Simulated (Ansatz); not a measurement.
## Phonons of Mg (P6_3/mmc, 2 atoms in the cell) against volume

Wanted: Grüneisen parameters and pressure coefficients of the modes of Mg (P6_3/mmc, 2 atoms in the cell).

Method: DFT PBEsol, scalar-relativistic, plane waves, PAW; PAW set soft_1, in Ansatz 0.2.0.

**What experiment says.**

“Theoretical and Experimental Research of Hydrogen Solid Solution in Mg and Mg-Al System” (2022, pmc:8911465) quotes from earlier work for Mg, hcp (bulk crystal): lattice constant c (c, literature experimental value) 5.213 Å [literature experimental value quoted for comparison; measurement temperature not stated].

Most raw output is cut from this account.

### Step 1. The starting structure

It takes space group P6_3/mmc (No. 194, hexagonal). The conventional cell has a = 3.209 Å, b = 3.209 Å, c = 5.210 Å, α = 90.00°, β = 90.00°, γ = 120.00°. Nearest to Mg lie 12 Mg at 3.20 to 3.21 Å.

### Step 2. Bringing the structure to rest

The cell and atoms are relaxed, since residual forces and stress would shift the frequencies.

input.yaml

```yaml
crystal:
  lattice:
    - [3.2093, 0.0, 0.0]
    - [-1.60465, 2.7793353284, 0.0]
    - [0.0, 0.0, 5.2103]
  atoms:
    - { symbol: Mg, position: [0.33333333, 0.66666667, 0.25] }
    - { symbol: Mg, position: [0.66666667, 0.33333333, 0.75] }
kpoints:
  mp_grid: { grid: [15, 15, 8] }
hamiltonian:
  xc: pbesol
  pseudopotentials: { kind: paw, azcp: { folder: soft_1 }, xc_functional: pbe }
scf:
  occupations: { method: gaussian, width: 0.1 }
output:
  forces: true
  stress: true
  eigenvalues: true
  write_density: true
  write_potential: true
  elf: true
  volumetric_format: npy
relax:
  adjacent_minimum: "off"
  f_tol: 0.005
  max_steps: 80
  cell: { stress_tol: 0.05 }
```

The run is started by

```sh
> ansatz run input.yaml --threads 4 --pin off --max-ram 10240MiB --backend cpu --events-out ev --progress --plain --runs-dir out
```

The job ended after 4.7 s (4 threads of Arm Neoverse V1, shared host; peak memory 0.38 GiB).

Relaxation path:

```csv
step,energy less that of the first step (eV),largest force component (eV/Å),pressure (GPa),volume (Å³)
1,0.0000,0.0000,-1.14,46.47
2,-0.0061,0.0000,-0.24,45.28
3,-0.0065,0.0000,0.03,44.95
4*,-0.0064,0.0000,0.03,44.95
```

Relaxation steps marked * repeat the geometry before them on a plane-wave basis chosen anew for their cell, so energy and pressure can jump there.

Forces are held to the 24 operations that the run works with; a distortion that breaks them can't arise in this run.

```csv
"conventional cell, symmetrised",before,after,change
a (Å),3.209,3.188,-0.7 %
b (Å),3.209,3.188,-0.7 %
c (Å),5.210,5.108,-2.0 %
volume (Å³/atom),23.24,22.47,-3.3 %
```

The relaxed structure:

```cif
data_structure
_symmetry_space_group_name_H-M 'P 1'
_symmetry_Int_Tables_number 1
_cell_length_a 3.1877
_cell_length_b 3.1877
_cell_length_c 5.1077
_cell_angle_alpha 90.000
_cell_angle_beta 90.000
_cell_angle_gamma 120.000
_cell_volume 44.95
loop_
_atom_site_label
_atom_site_type_symbol
_atom_site_fract_x
_atom_site_fract_y
_atom_site_fract_z
_atom_site_occupancy
Mg1 Mg 0.33333 0.66667 0.25000 1
Mg2 Mg 0.66667 0.33333 0.75000 1
```

This step gave:

```
pressure          : 0.03150 GPa
volume per atom   : 22.47 Å³
gap on the k-mesh : 0 eV
```

Valence density in the ac plane at fractional y = 0.333, with atoms of Mg within 0.2 Å of it. It is the smooth field of the valence electrons, not physical close to the nuclei.

Values in e/Å³, 22 rows by 16 columns, each cell a mean:
```
 0  0  0  0  0  0  0  0  0  0  0  0  0  0  0  0
 0  0  0  0  0  0  0  0  0  0  0  0  0  0  0  0
 0  0  0  0  0  0  0  0  0  1  2  2  1  0  0  0
 0  0  0  0  0  0  0  0  1  5 10 11  7  2  0  0
 0  0  0  0  0  0  0  0  3 11 22 24 15  5  1  0
 0  0  0  0  0  0  0  0  3 12 23 25 16  5  1  0
 0  0  0  0  0  0  0  0  1  6 12 13  8  2  0  0
 0  0  0  0  0  0  0  0  0  1  3  3  2  0  0  0
 0  0  0  0  0  0  0  0  0  0  0  0  0  0  0  0
 0  0  0  0  0  0  0  0  0  0  0  0  0  0  0  0
 0  0  0  0  0  0  0  0  0  0  0  0  0  0  0  0
 0  0  0  0  0  0  0  0  0  0  0  0  0  0  0  0
 0  0  0  0  0  0  0  0  0  0  0  0  0  0  0  0
 0  0  0  0  0  0  0  0  0  0  0  0  0  0  0  0
 0  0  0  0  0  0  0  0  0  0  0  0  0  0  0  0
 0  0  0  0  0  0  0  0  0  0  0  0  0  0  0  0
 0  0  0  0  0  0  0  0  0  0  0  0  0  0  0  0
 0  0  0  0  0  0  0  0  0  0  0  0  0  0  0  0
 0  0  0  0  0  0  0  0  0  0  0  0  0  0  0  0
 0  0  0  0  0  0  0  0  0  0  0  0  0  0  0  0
 0  0  0  0  0  0  0  0  0  0  0  0  0  0  0  0
 0  0  0  0  0  0  0  0  0  0  0  0  0  0  0  0
```
Columns run along a (3.2 Å), rows up along c (5.1 Å). Atoms in or near the plane, at fractional coordinates: Mg at (0.67, 0.75).

Electrostatic potential energy in the ac plane at fractional y = 0.333, with atoms of Mg within 0.2 Å of it. With pseudopotentials it is smooth inside the atoms' cores, unlike the true potential.

Ten even steps from '0' (-69 eV) to '9' (8 eV):
```
9999999999999999
9999999998888999
9999999987667889
9999999864223589
9999998740000368
9999998630000158
9999998630000158
9999998740000368
9999999864223589
9999999987667889
9999999998888999
9999999999999999
9999999999999999
9999999999999999
9999999999999999
9999999999999999
9999999999999999
9988899999999999
9888899999999999
9888899999999999
9988899999999999
9999999999999999
9999999999999999
9999999999999999
9999999999999999
9999999999999999
```
Columns run along a (3.2 Å; values clipped at the 3rd and 97th percentile), rows up along c (5.1 Å). Atoms in or near the plane, at fractional coordinates: Mg at (0.67, 0.75).

ELF in the ac plane at fractional y = 0.333, with atoms of Mg within 0.2 Å of it. It is the smooth field of the valence electrons, not physical close to the nuclei.

Ten even steps from '0' (0.05) to '9' (0.69):
```
7777777532111356
6777765200000014
4777752001221001
2678740014454200
1578620044334410
1578620143112420
1578620143112420
1578620044334410
2678740014454200
4777752001221001
6777765200000014
7777777532111356
7777777776556777
7666677888888887
6544467889999887
4322246789999986
2100124689999975
1000013689999974
1000012589999863
1000012589999863
1000013689999974
2100124689999975
4322246789999986
6544467889999887
7666677888888887
7777777776556777
```
Columns run along a (3.2 Å), rows up along c (5.1 Å). Atoms in or near the plane, at fractional coordinates: Mg at (0.67, 0.75).

In this step the volume went from 23.24 to 22.47 Å³/atom.

### Step 3. Tight relaxation

Phonons need small forces and stress, so the relaxation is finished with tight tolerances on 15×15×8 k points.

input.yaml, the sections that differ from step 2:

```yaml
crystal:
  lattice:
    - [3.1877100941, 0.0, 0.0]
    - [-1.5938550471, 2.7606379214, 0.0]
    - [0.0, 0.0, 5.1077090379]
  atoms:
    - { symbol: Mg, position: [0.3333333333, 0.6666666667, 0.25] }
    - { symbol: Mg, position: [0.6666666667, 0.3333333333, 0.75] }
scf:
  occupations: { method: methfessel_paxton, width: 0.2 }
output:
  forces: true
  stress: true
  eigenvalues: true
relax:
  adjacent_minimum: "off"
  f_tol: 0.001
  max_steps: 60
  cell: { stress_tol: 0.01 }
# kpoints, hamiltonian: as in step 2
```

Wall time 4.1 s (4 threads); peak memory 0.37 GiB; 15 s of CPU time.

The steps of the relaxation:

```csv
step,energy less that of the first step (eV),largest force component (eV/Å),pressure (GPa),volume (Å³)
1,0.0000,0.0000,0.03,44.95
2,0.0000,0.0000,0.00,44.98
3,0.0000,0.0000,0.00,44.98
4*,0.0000,0.0000,0.00,44.98
```

Relaxation steps marked * repeat the geometry before them on a plane-wave basis chosen anew for their cell, so energy and pressure can jump there.

The run keeps the 24 symmetry operations that it works with, so distortions that break them were not tested.

```csv
"conventional cell, symmetrised",before,after,change
a (Å),3.188,3.191,+0.1 %
b (Å),3.188,3.191,+0.1 %
c (Å),5.108,5.101,-0.1 %
volume (Å³/atom),22.47,22.49,+0.1 %
```

The relaxed structure:

```xyz
2
Lattice="3.1908 0.0000 0.0000 -1.5954 2.7633 0.0000 0.0000 0.0000 5.1011" Properties=species:S:1:pos:R:3 pbc="T T T"
Mg    0.0000    1.8422    1.2753
Mg    1.5954    0.9211    3.8258
```

Numbers from this step:

```yaml
pressure: 0.002878 GPa
volume_per_atom: 22.49 Å³
```

The forces vanish by symmetry and the pressure is 0.003 GPa, within the tolerances set. The cell now holds 22.49 Å³/atom.

### Step 4. Modes at rest

The force constants come from the linear response of the density to a displacement.

The modes at rest are the reference of the series.

input.yaml, the sections that differ from step 3:

```yaml
crystal:
  lattice:
    - [3.1908322539, 0.0, 0.0]
    - [-1.595416127, 2.7633417911, 0.0]
    - [0.0, 0.0, 5.1010707134]
  atoms:
    - { symbol: Mg, position: [0.3333333333, 0.6666666667, 0.25] }
    - { symbol: Mg, position: [0.6666666667, 0.3333333333, 0.75] }
output:
  eigenvalues: true
phonons:
  method: dfpt
# kpoints, hamiltonian, scf: as in step 3
# relax: removed
```

It took 11 s on 4 threads; peak memory 0.71 GiB.

This step gave:

```
sum-rule residual before enforcement                    : 9.49e-5 eV/Å²
point group                                             : 6/mmm
highest optical mode at the zone centre (no LO-TO term) : 256.3 cm⁻¹
lowest optical zone-centre mode                         : 131.0 cm⁻¹
```

Patterns of degenerate modes are one choice out of their space. Modes at Γ:

```csv
mode,frequency (cm⁻¹),symmetry
1,0.0,acoustic
2,0.0,acoustic
3,0.0,acoustic
4,131.0,E2g
5,131.0,E2g
6,256.3,B1g
```

Displacements in mode 4 (131.0 cm⁻¹), the largest set to 1:
```
Mg1  0.00  1.00  0.00
Mg2  0.00 -1.00  0.00
```

Displacements in mode 6 (256.3 cm⁻¹), the largest set to 1:
```
Mg1  0.00  0.00 -1.00
Mg2  0.00  0.00  1.00
```

Before it was imposed, the acoustic sum rule was missed by 9.5e-5 eV/Å². Small misses are needed for a sound result but don't prove that mesh and cutoff are converged. The lowest optical mode is real, 131 cm⁻¹.

### Step 5. A member of the series: 1.06 times the volume at rest

The cell is set to 1.06 times the volume at rest, and shape and atoms relax at that volume.

input.yaml, the sections that differ from step 4:

```yaml
crystal:
  lattice:
    - [3.2539930499, 0.0, 0.0]
    - [-1.626996525, 2.818040645, 0.0]
    - [0.0, 0.0, 5.1992645274]
  atoms:
    - { symbol: Mg, position: [0.3333333333, 0.6666666667, 0.25] }
    - { symbol: Mg, position: [0.6666666667, 0.3333333333, 0.75] }
output:
  forces: true
  stress: true
  eigenvalues: true
relax:
  adjacent_minimum: "off"
  f_tol: 0.001
  max_steps: 60
  cell: { stress_tol: 0.01, fix: [volume] }
# kpoints, hamiltonian, scf: as in step 4
# phonons: removed
```

Run time: 4.2 s. Hardware: 4 threads; peak memory 0.38 GiB.

Little changed from the start: no atom moved by 0.005 Å and no cell edge by 0.1 %.

This step gave:

| Quantity | Value |
| --- | --- |
| pressure | -1.930 GPa |
| volume per atom | 23.84 Å³ |

The forces vanish by symmetry, at a pressure of -1.93 GPa.

### Step 6. Zone-centre modes of the member: 1.06 times the volume at rest

The zone-centre modes follow for 1.06 times the volume at rest.

input.yaml, the sections that differ from step 5:

```yaml
crystal:
  lattice:
    - [3.2547926742, 0.0, 0.0]
    - [-1.6273963371, 2.8187331399, 0.0]
    - [0.0, 0.0, 5.1967101727]
  atoms:
    - { symbol: Mg, position: [0.3333333333, 0.6666666667, 0.25] }
    - { symbol: Mg, position: [0.6666666667, 0.3333333333, 0.75] }
output:
  eigenvalues: true
phonons:
  method: dfpt
# kpoints, hamiltonian, scf: as in step 5
# relax: removed
```

Wall time 11 s (4 threads); peak memory 0.73 GiB.

This step gave:

| Property | Result |
| --- | --- |
| sum-rule residual before enforcement | 2.41e-4 eV/Å² |
| highest optical mode at the zone centre (no LO-TO term) | 231.4 cm⁻¹ |
| lowest optical zone-centre mode | 122.2 cm⁻¹ |

Patterns of degenerate modes are one choice out of their space. Modes at Γ:

```csv
mode,frequency (cm⁻¹),symmetry
1,0.0,acoustic
2,0.0,acoustic
3,0.0,acoustic
4,122.2,E2g
5,122.2,E2g
6,231.4,B1g
```

The lowest optical mode is real, 122 cm⁻¹, and the highest lies at 231.4 cm⁻¹.

Between step 4 and this run (volume ratio 1.06) the value for the highest optical mode at the zone centre (no LO-TO term) moves from 256 cm⁻¹ to 231 cm⁻¹ (-10 %).

### Step 7. A member of the series: 0.9 times the volume at rest

The cell is set to 0.9 times the volume at rest, and shape and atoms relax at that volume.

input.yaml, the sections that differ from step 6:

```yaml
crystal:
  lattice:
    - [3.0793884417, 0.0, 0.0]
    - [-1.5396942209, 2.6668286187, 0.0]
    - [0.0, 0.0, 4.9292727495]
  atoms:
    - { symbol: Mg, position: [0.3333333333, 0.6666666667, 0.25] }
    - { symbol: Mg, position: [0.6666666667, 0.3333333333, 0.75] }
output:
  forces: true
  stress: true
  eigenvalues: true
relax:
  adjacent_minimum: "off"
  f_tol: 0.001
  max_steps: 60
  cell: { stress_tol: 0.01, fix: [volume] }
# kpoints, hamiltonian, scf: as in step 6
# phonons: removed
```

It took 3.1 s on 4 threads; peak memory 0.36 GiB.

Little changed from the start: no atom moved by 0.005 Å and no cell edge by 0.1 %.

Numbers from this step:

| Item | Value |
| --- | --- |
| pressure | 4.847 GPa |
| volume per atom | 20.24 Å³ |

The forces vanish by symmetry, at a pressure of 4.85 GPa.

### Step 8. Zone-centre modes of the member: 0.9 times the volume at rest

The zone-centre modes follow for 0.9 times the volume at rest.

input.yaml, the sections that differ from step 7:

```yaml
crystal:
  lattice:
    - [3.0790719991, 0.0, 0.0]
    - [-1.5395359996, 2.6665545713, 0.0]
    - [0.0, 0.0, 4.9302859849]
  atoms:
    - { symbol: Mg, position: [0.3333333333, 0.6666666667, 0.25] }
    - { symbol: Mg, position: [0.6666666667, 0.3333333333, 0.75] }
output:
  eigenvalues: true
phonons:
  method: dfpt
# kpoints, hamiltonian, scf: as in step 7
# relax: removed
```

It took 10 s on 4 threads; peak memory 0.67 GiB.

This step gave:

- sum-rule residual before enforcement: 1.10e-4 eV/Å²
- highest optical mode at the zone centre (no LO-TO term): 303.4 cm⁻¹
- lowest optical zone-centre mode: 147.0 cm⁻¹

Patterns of degenerate modes are one choice out of their space. Modes at Γ:

```csv
mode,frequency (cm⁻¹),symmetry
1,0.0,acoustic
2,0.0,acoustic
3,0.0,acoustic
4,147.0,E2g
5,147.0,E2g
6,303.4,B1g
```

The lowest optical mode is real, 147 cm⁻¹, and the highest lies at 303.4 cm⁻¹.

For the highest optical mode at the zone centre (no LO-TO term), step 4 gave 256 cm⁻¹; this run, with volume ratio 0.9, gives 303 cm⁻¹ (+18 %).

### Step 9. The series together

The members are set side by side, also those not shown above.

Each row is one cell with its response, relaxed at fixed volume as far as symmetry leaves anything free; energies are extrapolated to zero smearing, and E0 is that at rest; shape and atoms are relaxed in each cell where symmetry leaves them free; all runs use 15×15×8 k points and Methfessel-Paxton smearing of 0.2 eV. State of the crystal along the series:

```csv
volume ratio,V (Å³/atom),pressure (GPa),E - E0 (meV/atom),first cell vector (Å),third cell vector (Å)
0.9,20.24,4.847,31.09,3.079,4.93
0.92,20.69,3.674,19.18,3.102,4.965
0.94,21.14,2.614,10.41,3.125,5
0.96,21.59,1.655,4.459,3.147,5.034
0.98,22.04,0.7874,1.072,3.169,5.068
0.99,22.26,0.3853,0.2609,3.18,5.085
1,22.49,0.002878,0,3.191,5.101
1.02,22.94,-0.7071,1.021,3.212,5.134
1.04,23.39,-1.349,3.937,3.233,5.166
1.06,23.84,-1.93,8.565,3.255,5.197
```

Each mode is tracked from rest by its pattern, and modes that stay within 0.3 cm⁻¹ of each other stand once; shape and atoms are relaxed in each cell where symmetry leaves them free; all runs use 15×15×8 k points and Methfessel-Paxton smearing of 0.2 eV. Optical modes along the series:

```csv
V (Å³/atom),mode 4 E2g (cm⁻¹),mode 6 B1g (cm⁻¹)
20.24,147,303.4
20.69,143.7,293.4
21.14,140.4,283.6
21.59,137.2,274.2
22.04,134.1,265.1
22.26,132.5,260.6
22.49,131,256.3
22.94,128,247.7
23.39,125,239.3
23.84,122.2,231.4
```

From cubic fits (parabolas where under five rows exist) of ln ω and P against ln V through the rows within about 4 % of rest: γ = −d ln ω / d ln V and dω/dP = γ ω / B. Slopes at rest:

```csv
mode,fitted frequency at rest (cm⁻¹),Grüneisen parameter γ,dω/dP (cm⁻¹/GPa)
mode 4 E2g,131,1.17,4.13
mode 6 B1g,256.3,1.7,11.7
```

### Step 10. Outcome

- members: 10
- highest optical mode at the zone centre (no LO-TO term), at rest: 256.3 cm⁻¹
- bulk modulus at rest: 37.3 GPa
- mode 4 E2g, γ: 1.17
- mode 6 B1g, γ: 1.70

In words: The series spans -1.9 to 4.8 GPa, and the slope at rest gives a bulk modulus of 37 GPa. Among the modes in the table of slopes γ runs from 1.17 (mode 4 E2g) to 1.70 (mode 6 B1g). One k mesh and one cutoff serve the ground states and modes of all volumes. These are harmonic frequencies at zero temperature: anharmonic shifts, linewidths and thermal expansion are left out. With no gap, or one that is small against the smearing, the frequencies hang on the k mesh and the smearing, most of all near Kohn anomalies. The PAW files were made for PBE; the program adapts parts of them to the functional of the run, but their partial waves stay those of PBE, an approximation that was not tested in this session. Only the zone centre was solved, so an instability at another wavevector cannot show here.

Comparison with the measured values:

```
              quantity  measured  PBEsol, PAW; PAW set soft_1
lattice constant c (Å)     5.213               5.101 (-2.1 %)
```

Measured values from pmc:8911465 (2022).

Verdict: The lattice constant c is off by -2.1 %: a clear miss. The grades are ours: good and fair within 0.8 and 2 % for the lattice constant c. Zero-point motion and thermal expansion are not in the computed lattice constants.

[Logs are printed without paths, hosts, clocks, repeated set-up lines and the standing remarks that a program may print on its own settings, such as how far it seeks lower states.]

[Hosts, paths, dates, database ids (printed as entryN), source tags and the programs' standing remarks are cut or masked in the printed files.]
